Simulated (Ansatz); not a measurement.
**Sensitivity of the G0W0 gap of Bi2Se3 (Paraguanajuatite)**

A base run on Bi2Se3 (Paraguanajuatite), then changed inputs.

Program: Ansatz 0.2.0. Level of theory: G0W0 on PBE, plane waves, PAW; PAW set soft_1. Results are calculated unless marked as measured.

## Step 1: Set-up

Symmetry: R-3m, No. 166, trigonal system. The conventional cell has a = 4.143 Å, b = 4.143 Å, c = 28.636 Å, α = 90.00°, β = 90.00°, γ = 120.00°. Bi has 6 Se at 2.85 to 3.07 Å nearest. Nearest to Se lie 6 Bi at 3.07 Å. Se has 3 Bi at 2.85 Å nearest. Farther neighbours and most contacts between anions are not listed.

The cell and positions come from the Crystallography Open Database and are kept as given unless a step says otherwise. Spin-orbit coupling is left out unless a step names it.

## Step 2: The base run: 4×4×4 mesh, 322 empty bands, screening to 100 eV, PAW set soft_1 files

Now the one-shot GW correction: screening in the RPA, then the self-energy of the levels asked for. This step takes PAW set soft_1 files.

input.yaml reads:

```yaml
crystal:
  lattice:
    - [2.0715, 1.1959810826, 9.5453333333]
    - [-2.0715, 1.1959810826, 9.5453333333]
    - [0.0, -2.3919621653, 9.5453333333]
  atoms:
    - { symbol: Bi, position: [0.4008, 0.4008, 0.4008] }
    - { symbol: Bi, position: [0.5992, 0.5992, 0.5992] }
    - { symbol: Se, position: [0.0, 0.0, 0.0] }
    - { symbol: Se, position: [0.2117, 0.2117, 0.2117] }
    - { symbol: Se, position: [0.7883, 0.7883, 0.7883] }
kpoints:
  mp_grid: { grid: [4, 4, 4] }
hamiltonian:
  xc: pbe
  pseudopotentials: { kind: paw, azcp: { folder: soft_1 } }
scf:
  occupations: { method: fixed }
gw:
  n_empty_bands: 322
  ecut_chi: 100
  qp_bands: [v2, c2]
  qp_kpoints: band_edges
  screening: { model: contour_deformation }
```

The run is started by

```bash
ansatz run input.yaml --threads 2 --pin off --max-ram 92160MiB --backend cuda --events-out ev --progress --plain --runs-dir out --devices 1 --max-vram 13GiB
```

Numbers of over 12 decimals in the logs are rounded to 6 here.

The program printed:

```text
GPUs: using 1 of 1 available (devices: 1).
Engine: ansatz 0.2.0, x86_64-unknown-linux-gnu
Pseudopotentials: kind: paw
Pseudopotential: Bi, paw, valence charge 15, recommended cutoff 420 eV (normal), soft_1/Bi.paw.azcp
Pseudopotential: Se, paw, valence charge 16, recommended cutoff 420 eV (normal), soft_1/Se.paw.azcp
Functional definition: PBE
  parameter kappa = 0.804
  parameter beta = 0.066725
  exchange = pbe_x(kappa = kappa, mu = beta*pi^2/3)
  correlation = pbe_c(beta = beta)
device memory: the entry about to start is reckoned to put 3.5 GiB on a device that reports 37.4 GiB free (of which the cap on the GPU budget leaves the run 13.0 GiB)
GPU FFT provider: cuFFT
GPU libraries: cuBLAS 13.8.2, cuFFT 12.4.0, cuSOLVER 12.3.4
Crystal: 5 atoms, lattice volume = 141.890 Å³
Basis set: ecut = 420 eV, 2743 PW (Γ)
Bands: 47, of which v1, the nominal top of the filled ones, is band 39 counted from 1 (38 counted from 0)
Symmetry: 12 space group operations
Space group: R-3m (ITA 166), of the structure as read, at distance tolerance 5.2e-5 Å
k-points: 13 of 64
Non-local potential: Bi, projectors of the file, l = 0: 2, l = 1: 2, l = 2: 2, l = 3: 1
Non-local potential: Se, projectors of the file, l = 0: 2, l = 1: 2, l = 2: 3, l = 3: 1
PAW form: soft (Blöchl's): semilocal exchange-correlation on the pseudo side does not see the compensation charge
PAW one-centre angular grid: Bi, 590 points (default); XC on 64 Gauss nodes
PAW one-centre angular grid: Se, 590 points (default); XC on 64 Gauss nodes
Initial density: superposition of atomic densities (chi_scale 0.1, normalization cell, long waves kept (reshape's long-wave potential 0.38 eV rms))
Initial wavefunctions: pseudopotential atomic-orbital guess
GPU buffer pool allocated for 373248 grid points (all kernels)
GPU transforms: local potential and band sums: pruned to the plane-wave sphere, on 72×72×72
Functional: x = pbe(κ = 0.804, μ = 0.219515), c = pbe(β = 0.066725)
SCF iter   1: F=—  HF=-41208.253543 eV  |F-HF|=—  |Δ(HF+E_count)|=         —  Δρ=2.89e-2  dr2=5.09e0  ethr=3.10e-3  ⟨swp⟩=4.9  Hψ=2046  notcnv=0  defer=66
preconditioner: auto → Resta (q_TF=auto, 2.469 Å⁻¹)  ε∞=4.1  [insulator: Δε(μ)=0.255 eV  Ē_g=9.317 eV  n_scr=36 (ndim 8)  ℏωp=16.5 eV  f_vac=0.016  ε∞_Penn≈4.1]
SCF iter   2: F=—  HF=-41207.739890 eV  |F-HF|=—  |Δ(HF+E_count)|=   5.14e-1  Δρ=1.71e-2  dr2=8.77e-1  ethr=3.10e-3  ⟨swp⟩=2.9  Hψ=877  notcnv=0  defer=68
SCF iter   3: F=—  HF=-41207.635272 eV  |F-HF|=—  |Δ(HF+E_count)|=   1.05e-1  Δρ=1.01e-2  dr2=1.07e-1  ethr=1.12e-3  ⟨swp⟩=2.3  Hψ=661  notcnv=0  defer=72
SCF iter   4: F=—  HF=-41207.632442 eV  |F-HF|=—  |Δ(HF+E_count)|=   2.83e-3  Δρ=1.76e-3  dr2=5.25e-3  ethr=1.38e-4  ⟨swp⟩=2.0  Hψ=1193  notcnv=0  defer=73
[...]
gw.qp_kpoints: band_edges: 7 of 13 stored k-points solved, in 1 pass; an edge of the gap read off the rows below is read off those points alone
    valence top: of the k-points left out ik 1 came nearest to being solved in a further pass, in band 39 (counted from 1, as in the quasiparticle table): it holds the edge there only if its correction is more favourable than any solved in that band by at least 0.516 eV; those differ by 0.178 eV
    conduction bottom: of the k-points left out ik 1 came nearest to being solved in a further pass, in band 40 (counted from 1, as in the quasiparticle table): it holds the edge there only if its correction is more favourable than any solved in that band by at least 0.970 eV; those differ by 0.091 eV
  `?` marks the rows in doubt; gw_qp.tsv's column doubts and the gw_qp event give each row's grounds
    ik  band        ε_KS         Σx   Σc(E_QP)       V_xc       Z   E_QP_lin       E_QP  E_QP is
     0    38      7.6664   -17.1283     1.8466   -14.9005  0.7198     7.3116     7.2852  root ?
     0    39      8.8706   -16.3064     0.5074   -15.6014  0.7385     8.6597     8.6730  root ?
     0    40      9.1024    -9.9980    -2.7923   -12.7940  0.7700     9.1060     9.1061  root
     0    41     10.2757    -9.9433    -3.3033   -13.3082  0.7556    10.3373    10.3373  root
     2    38      7.6406   -17.1004     1.8380   -14.8770  0.7225     7.2789     7.2552  root ?
     2    39      8.3152   -16.4463     0.9105   -15.1862  0.7394     8.0409     7.9655  root ?
     2    40      9.7218    -9.8148    -3.0779   -12.9299  0.7663     9.7590     9.7590  root
     2    41     10.8024   -10.0796    -3.3566   -13.5187  0.7532    10.8853    10.8850  root
     4    38      7.9034   -16.3330     1.1896   -14.7769  0.7153     7.6170     7.5369  root ?
     4    39      7.9679   -16.6813     1.3927   -14.9219  0.7154     7.6698     7.6013  root ?
     4    40     10.7358   -10.3794    -3.3249   -13.7870  0.7435    10.8191    10.8185  root
     4    41     10.8991   -10.5168    -3.4469   -14.0679  0.7326    11.0049    11.0033  root
     6    38      7.2384   -16.8508     2.0724   -14.3745  0.6895     6.8861     6.8345  root
     6    39      7.8720   -16.5321     1.2865   -14.8779  0.7348     7.5558     7.5043  root ?
     6    40     10.2172    -9.9607    -3.1918   -13.1696  0.7436    10.2344    10.2344  root
[...]
7    38      7.5956   -17.0696     1.8849   -14.8063  0.7158     7.2422     7.2172  root ?
     7    39      8.6019   -15.4461     0.4544   -14.8020  0.7336     8.3994     8.4122  root ?
[...]
8    38      7.7602   -16.9005     1.5318   -15.0011  0.7355     7.4383     7.3925  root ?
     8    39      8.6051   -16.7477     0.9723   -15.5606  0.7390     8.3623     8.3904  root ?
[...]
8    41     10.8013   -10.2543    -3.4081   -13.7566  0.7496    10.8962    10.8955  root
    12    38      7.4990   -17.0211     1.9765   -14.6699  0.7089     7.1464     7.1242  root
    12    39      8.4230   -15.8173     0.8571   -14.7542  0.7252     8.1948     8.2170  root ?
    12    40      9.5113   -10.5940    -2.9442   -13.5463  0.7324     9.5193     9.5193  root
    12    41     10.5830   -10.1897    -3.4192   -13.6785  0.7300    10.6530    10.6526  root
[key lines of the parts left out:]
SCF converged after 10 iterations
Free energy (F): -41207.630547 eV
Fermi energy:    8.870564 eV
```

Elapsed: 45 s, on 1 × NVIDIA H100 80GB HBM3 (shared by 6 runs) with 2 threads of AMD EPYC 7R13 (Zen 3), shared host; peak memory 1.6 GiB.

Reading the cycles: dr2 is the Hartree energy of the density residual (eV), the measure of convergence; HF is the Harris–Foulkes estimate of the energy, which meets the free energy F at convergence.

Numbers from this step:

```
bands summed                                 : 361
RPA ε∞ on this mesh (eigenvalues)            : 21.12, 21.12, 49.79
plane waves in the screening matrix          : 321
q-points in the mesh                         : 64
G0W0 gap on the mesh                         : 0.4331 eV
k of the valence top                         : 0, 0, 0
k of the conduction bottom                   : 0, 0, 0
starting gap on the mesh                     : 0.2319 eV
Z at the valence top                         : 0.7385
Z at the conduction bottom                   : 0.7700
least direct G0W0 gap on the computed points : 0.4331 eV
```

The gap on the mesh goes from 0.23 eV to 0.43 eV, a correction of +0.20 eV. The program marks an edge row as in doubt. Between the two edge states, bare exchange in place of the xc potential would open the gap by 3.50 eV, and correlation takes back 3.30 eV.

## Step 3: Variant: potentials

Other atomic data (norm-conserving) test the pseudisation: the cutoff goes from 420 to 1170.09 eV, with the same valence electrons.

This step: G0W0 on PBE, plane waves, norm-conserving pseudopotentials.

input.yaml, as its differences from that of step 2:

```diff
@@ -15,3 +15,3 @@
   xc: pbe
-  pseudopotentials: { kind: paw, azcp: { folder: soft_1 } }
+  pseudopotentials: { kind: nc }
 scf:
```

The program printed:

```text
GPUs: using 1 of 1 available (devices: 1).
[...]
GPU FFT provider: cuFFT
GPU libraries: cuBLAS 13.8.2, cuFFT 12.4.0, cuSOLVER 12.3.4
Crystal: 5 atoms, lattice volume = 141.890 Å³
Basis set: ecut = 1170.089609 eV, 12917 PW (Γ)
Bands: 47, of which v1, the nominal top of the filled ones, is band 39 counted from 1 (38 counted from 0)
[... 1 set-up line as in the run before ...]
[...]
k-points: 13 of 64
[...]
GPU buffer pool allocated for 1728000 grid points (all kernels)
[...]
SCF iter   1: F=—  HF=-14351.554260 eV  |F-HF|=—  |Δ(HF+E_count)|=         —  Δρ=3.26e-2  dr2=6.21e0  ethr=3.10e-3  ⟨swp⟩=5.0  Hψ=1934  notcnv=0  defer=70
[...]
SCF iter   9: F=-14350.724582 eV  HF=-14350.724582 eV  |F-HF|=3.82e-8  |Δ(HF+E_count)|=   7.84e-7  Δρ=3.61e-6  dr2=2.19e-8  ethr=1.28e-10  ⟨swp⟩=12.8  Hψ=2640  notcnv=0
SCF 1 converged in 9 iterations: F = -14350.724582 eV  dr2 = 2.19e-8
[...]
NSCF: frozen V_eff on 13 k-points
[...]
G₀W₀ screening: q 1/13
[... further progress lines ...]
[...]
SCF converged after 9 iterations
Free energy (F): -14350.724582 eV
[...]
Internal energy: -14350.724582 eV  (E = F + TS)
E sigma→0 (E₀):  -14350.724582 eV
Fermi energy:    9.434529 eV
[...]
--- Band table (eV; the first three rows and the last of 13) ---
  k-point 0: bands = [... 35 lower, 7.5656, 8.2295, 8.2295, 9.4345, 9.6566, 10.8278, 10.8278, 11.5643, ... 4 higher]
  k-point 1: bands = [... 35 lower, 7.5926, 8.1908, 8.2850, 8.9082, 10.6383, 11.3796, 11.6144, 12.2028, ... 4 higher]
[...]
2    41     11.3532   -10.0924    -3.3432   -13.5370  0.7505    11.4556    11.4547  root
     4    38      8.4645   -16.3221     1.1884   -14.7743  0.7115     8.1985     8.1050  root ?
     4    39      8.5306   -16.6680     1.3900   -14.9181  0.7121     8.2525     8.1707  root ?
     4    40     11.2873   -10.3958    -3.3097   -13.8060  0.7405    11.3890    11.3877  root
     4    41     11.4507   -10.5362    -3.4323   -14.0901  0.7292    11.5752    11.5724  root
     6    38      7.8008   -16.8391     2.0761   -14.3678  0.6861     7.4655     7.4057  root ?
     6    39      8.4347   -16.5248     1.2865   -14.8780  0.7325     8.1382     8.0745  root ?
     6    40     10.7732    -9.9770    -3.1766   -13.1868  0.7416    10.8063    10.8063  root
     6    41     11.3888    -9.6320    -3.4172   -13.1308  0.7577    11.4717    11.4703  root
     7    38      8.1584   -17.0587     1.8865   -14.8016  0.7135     7.8228     7.7878  root ?
     7    39      9.1637   -15.4096     0.4518   -14.7869  0.7304     8.9833     8.9928  root ?
     7    40      9.9144   -10.9322    -2.6396   -13.5790  0.7402     9.9217     9.9217  root
     7    41     10.9590   -10.0561    -3.3348   -13.4743  0.7438    11.0431    11.0424  root
     8    38      8.3234   -16.8893     1.5310   -14.9980  0.7327     8.0209     7.9631  root ?
     8    39      9.1675   -16.7374     0.9760   -15.5614  0.7365     8.9467     8.9675  root ?
     8    40     10.3067    -9.9135    -3.1294   -13.1133  0.7644    10.3774    10.3771  root
     8    41     11.3520   -10.2676    -3.3941   -13.7752  0.7469    11.4669    11.4654  root
    12    38      8.0614   -17.0099     1.9781   -14.6644  0.7059     7.7264     7.6940  root ?
    12    39      8.9856   -15.7855     0.8559   -14.7401  0.7221     8.7795     8.7961  root ?
    12    40     10.0686   -10.6249    -2.9244   -13.5720  0.7299    10.0914    10.0914  root
    12    41     11.1355   -10.2031    -3.4062   -13.6970  0.7264    11.2241    11.2231  root
```

It took 81 s on 1 × NVIDIA H100 80GB HBM3 (shared by 6 runs) with 2 threads; peak memory 2.8 GiB; 2.1 min of CPU time.

The G0W0 gap on the mesh is 0.421 eV.

Against the base:

```
setting            base          variant
  files  PAW set soft_1  norm-conserving
```

```
                                    quantity  variant   base
                    starting gap on the mesh    0.222  0.232
                        G0W0 gap on the mesh    0.421  0.433
least direct G0W0 gap on the computed points    0.421  0.433
                        Z at the valence top    0.736  0.738
                  Z at the conduction bottom    0.767  0.770
```

## Step 4: Variant: potentials

This step: G0W0 on PBE, plane waves, PAW.

input.yaml, as its differences from that of step 3:

```diff
@@ -15,3 +15,3 @@
   xc: pbe
-  pseudopotentials: { kind: nc }
+  pseudopotentials: { kind: paw, source: ansatz }
 scf:
```

The program printed:

```text
GPUs: using 1 of 1 available (devices: 1).
[...]
GPU FFT provider: cuFFT
GPU libraries: cuBLAS 13.8.2, cuFFT 12.4.0, cuSOLVER 12.3.4
Crystal: 5 atoms, lattice volume = 141.890 Å³
Basis set: ecut = 580 eV, 4501 PW (Γ)
Bands: 57, of which v1, the nominal top of the filled ones, is band 47 counted from 1 (46 counted from 0)
[... 1 set-up line as in the run before ...]
[...]
k-points: 13 of 64
[...]
GPU buffer pool allocated for 512000 grid points (all kernels)
[...]
SCF iter   1: F=—  HF=-48557.637331 eV  |F-HF|=—  |Δ(HF+E_count)|=         —  Δρ=4.17e-2  dr2=1.00e1  ethr=3.10e-3  ⟨swp⟩=4.9  Hψ=2160  notcnv=0  defer=92
[...]
SCF iter  10: F=-48556.209809 eV  HF=-48556.209809 eV  |F-HF|=8.15e-8  |Δ(HF+E_count)|=   5.77e-7  Δρ=5.02e-6  dr2=4.62e-8  ethr=1.06e-10  ⟨swp⟩=11.4  Hψ=3202  notcnv=0
SCF 1 converged in 10 iterations: F = -48556.209809 eV  dr2 = 4.62e-8
[...]
G₀W₀ screening: q 1/13
[... further progress lines ...]
[...]
SCF converged after 10 iterations
Free energy (F): -48556.209809 eV
[...]
Internal energy: -48556.209809 eV  (E = F + TS)
E sigma→0 (E₀):  -48556.209809 eV
Fermi energy:    10.167790 eV
[...]
--- Band table (eV; the first three rows and the last of 13) ---
  k-point 0: bands = [... 43 lower, 8.3004, 8.9623, 8.9623, 10.1678, 10.3999, 11.5739, 11.5739, 12.3045, ... 6 higher]
  k-point 1: bands = [... 43 lower, 8.3289, 8.9243, 9.0166, 9.6445, 11.3819, 12.1279, 12.3620, 12.9454, ... 6 higher]
[...]
2    49     12.1003   -10.0765    -3.3678   -13.5158  0.7535    12.1721    12.1718  root
     4    46      9.2005   -16.3279     1.1827   -14.7715  0.7116     8.9179     8.8267  root ?
     4    47      9.2644   -16.6767     1.3859   -14.9166  0.7139     8.9693     8.8903  root ?
     4    48     12.0337   -10.3753    -3.3330   -13.7819  0.7432    12.1078    12.1073  root
     4    49     12.1976   -10.5119    -3.4559   -14.0623  0.7320    12.2932    12.2921  root
     6    46      8.5343   -16.8452     2.0749   -14.3683  0.6886     8.1835     8.1323  root ?
     6    47      9.1688   -16.5251     1.2813   -14.8711  0.7353     8.8569     8.7959  root ?
     6    48     11.5145    -9.9550    -3.1964   -13.1629  0.7460    11.5259    11.5260  root
     6    49     12.1338    -9.6065    -3.4375   -13.0988  0.7439    12.1885    12.1886  root
     7    46      8.8915   -17.0643     1.8857   -14.8002  0.7163     8.5392     8.5131  root ?
     7    47      9.8986   -15.4412     0.4539   -14.7963  0.7328     9.6943     9.7076  root ?
     7    48     10.6551   -10.8878    -2.6710   -13.5445  0.7433    10.6409    10.6408  root
     7    49     11.7049   -10.0397    -3.3612   -13.4533  0.7468    11.7575    11.7573  root
     8    46      9.0560   -16.8957     1.5270   -14.9952  0.7366     8.7333     8.6825  root ?
     8    47      9.9025   -16.7434     0.9722   -15.5555  0.7392     9.6635     9.6868  root ?
     8    48     11.0524    -9.8928    -3.1573   -13.0923  0.7672    11.0947    11.0946  root
     8    49     12.0997   -10.2507    -3.4206   -13.7531  0.7500    12.1820    12.1816  root
    12    46      8.7948   -17.0158     1.9760   -14.6638  0.7095     8.4430     8.4189  root ?
    12    47      9.7190   -15.8138     0.8549   -14.7489  0.7252     9.4864     9.5091  root ?
    12    48     10.8092   -10.5883    -2.9491   -13.5398  0.7332    10.8116    10.8116  root
    12    49     11.8813   -10.1853    -3.4310   -13.6741  0.7300    11.9394    11.9391  root
```

Elapsed: 60 s, on 1 × NVIDIA H100 80GB HBM3 (shared by 6 runs) with 2 threads; peak memory 1.8 GiB; 93 s of CPU time.

The G0W0 gap on the mesh is 0.419 eV.

Against the base:

```
setting            base   variant
  files  PAW set soft_1  hard PAW
```

```
                                    quantity  variant   base
                    starting gap on the mesh    0.232  0.232
                        G0W0 gap on the mesh    0.419  0.433
least direct G0W0 gap on the computed points    0.419  0.433
                        Z at the valence top    0.739  0.738
                  Z at the conduction bottom    0.770  0.770
```

## Step 5: Results

| Property | Result |
| --- | --- |
| base | 0.43 eV, 45 s |
| potentials | 0.42 eV, 81 s |
| potentials | 0.42 eV, 60 s |

In words: Potentials: the gap moves by −0.01 eV (the plane-wave cutoff goes from 420 to 1170.09 eV). Potentials: the gap moves by −0.01 eV (the plane-wave cutoff goes from 420 to 580 eV). All runs here use a coarse mesh and modest cutoffs; they test settings and are not final values. Where an edge is built on 6p states of lead, bismuth or thallium, scalar-relativistic gaps usually stand too wide, by a few tenths to over one eV. With atoms this heavy and so narrow a gap, spin-orbit coupling can invert the bands. These scalar-relativistic gaps are then model values, not to be set against experiment, and a spin-orbit change taken from DFT can't simply be added. The RPA ε∞ on this mesh reaches over 25; with a narrow direct gap a coarse mesh can overstate it, and the correction is then too small. The program marks a band-edge row as in doubt, so the gap is less sure than its digits.

[Paths, hosts, dates, memory and timing lines, banners, echoed tables and standing remarks are left out of the program output.]

[Logs are printed without paths, hosts, clocks, repeated set-up lines and the standing remarks that a program may print on its own settings, such as how far it seeks lower states.]

[Runs of the session that timed out or met a known fault of the program may be left out.]

[Cells called generated may have been cut or substituted from an entry of the Crystallography Open Database or the Materials Project.]

[Hosts, paths, dates, database ids (printed as entryN), source tags and the programs' standing remarks are cut or masked in the printed files.]
